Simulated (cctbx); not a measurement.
# What is wrong with this refinement?

Cell a = 9.7510 Å, b = 9.7510 Å, c = 9.7510 Å, α = 90.00°, β = 90.00°, γ = 90.00°; space group Pm-3n (no. 223). The compound is Ca3Al4Sn12Pt.

Simulated single-crystal data (cctbx): Mo Kα, λ = 0.71073 Å, to d = 0.65 Å, 80 % of the full sphere, strongest reflection 70000 counts, noise from counting, a 4 % proportional error and a noise floor of 2 counts (s.d.); no absorption.

An anisotropic refinement with weights 1/σ² prints:

```text
Rint 0.035, 345 unique reflections to 0.65 A
cycle     R1     wR2    GooF  max shift (A)
   1  0.0211  0.0664   5.932   0.00018
   2  0.0114  0.0348   3.105   0.00000
final R1 0.0114 wR2 0.0348 GooF 3.105  parameters 11  data/parameter 31.4
atom        x        y        z      Ueq    occ   su(xyz)  su(Uiso or U11)
Pt1    0.50000  0.50000  0.50000   0.0076  1.000  0.00000  0.0001
Te1    0.50000  0.34060  0.18981   0.0099  1.000  0.00002  0.0001
Ca1    0.00000  0.25000  0.50000   0.0150  1.000  0.00000  0.0003
Al1    0.75000  0.25000  0.25000   0.0198  1.000  0.00000  0.0003
difference map: max 3.42 min -0.52 rms 0.18
Q1    0.0000  0.0000  0.0000    2    3.46  0.00 A from Pt1
Q2    0.0000  0.2500  0.5000    6    0.70  0.00 A from Ca1
Q3    0.0663  0.3577  0.1527   48    0.47  0.80 A from Te1
Q4    0.2243  0.2757  0.2500   24    0.47  0.35 A from Al1
Q5    0.0000  0.2554  0.0977   24    0.47  0.80 A from Te1
Q6    0.0000  0.3423  0.0853   24    0.41  0.79 A from Te1
```

**Question.** Can this result stand? If not, what is the likely fault?

Mend it. The fault: wrong element: Te1 is Sn. Against the right model at the same level, R1 goes from 0.0041 to 0.0114 and GooF from 0.96 to 3.10 and the top difference peak, 3.5 e/Å³, lies on Pt1. Te1 has 2 electrons too many and its U swells to shed them, as expected (near an absorption edge f′ can widen the mismatch well beyond the difference in Z).

The compound is Ca3Al4Sn12Pt. The right model at the same level gives:

```text
Rint 0.035, 345 unique reflections to 0.65 A
cycle     R1     wR2    GooF  max shift (A)
   1  0.0063  0.0191   1.703   0.00008
   2  0.0041  0.0107   0.956   0.00000
final R1 0.0041 wR2 0.0107 GooF 0.956  parameters 11  data/parameter 31.4
atom        x        y        z      Ueq    occ   su(xyz)  su(Uiso or U11)
Pt1    0.50000  0.50000  0.50000   0.0088  1.000  0.00000  0.0000
Sn1    0.50000  0.34060  0.18980   0.0095  1.000  0.00001  0.0000
Ca1    0.00000  0.25000  0.50000   0.0163  1.000  0.00000  0.0001
Al1    0.75000  0.25000  0.25000   0.0213  1.000  0.00000  0.0001
difference map: max 0.33 min -0.25 rms 0.06
Q1    0.0000  0.0000  0.0000    2    0.33  0.00 A from Pt1
Q2    0.0765  0.3623  0.1576   48    0.21  0.90 A from Sn1
Q3    0.0000  0.2471  0.0741   24    0.21  1.03 A from Sn1
Q4    0.0000  0.1267  0.1367   24    0.21  1.80 A from Sn1
Q5    0.0000  0.5000  0.1348   12    0.20  1.87 A from Sn1
Q6    0.0601  0.2263  0.2271   48    0.19  1.20 A from Sn1
```

The model is made up (kin elements in a known structure type, no relaxation), so it says nothing on whether the phase exists.

[Middle refinement cycles are left out of these outputs.]

[Logs are printed without paths, hosts, clocks, repeated set-up lines and the standing remarks that a program may print on its own settings, such as how far it seeks lower states.]
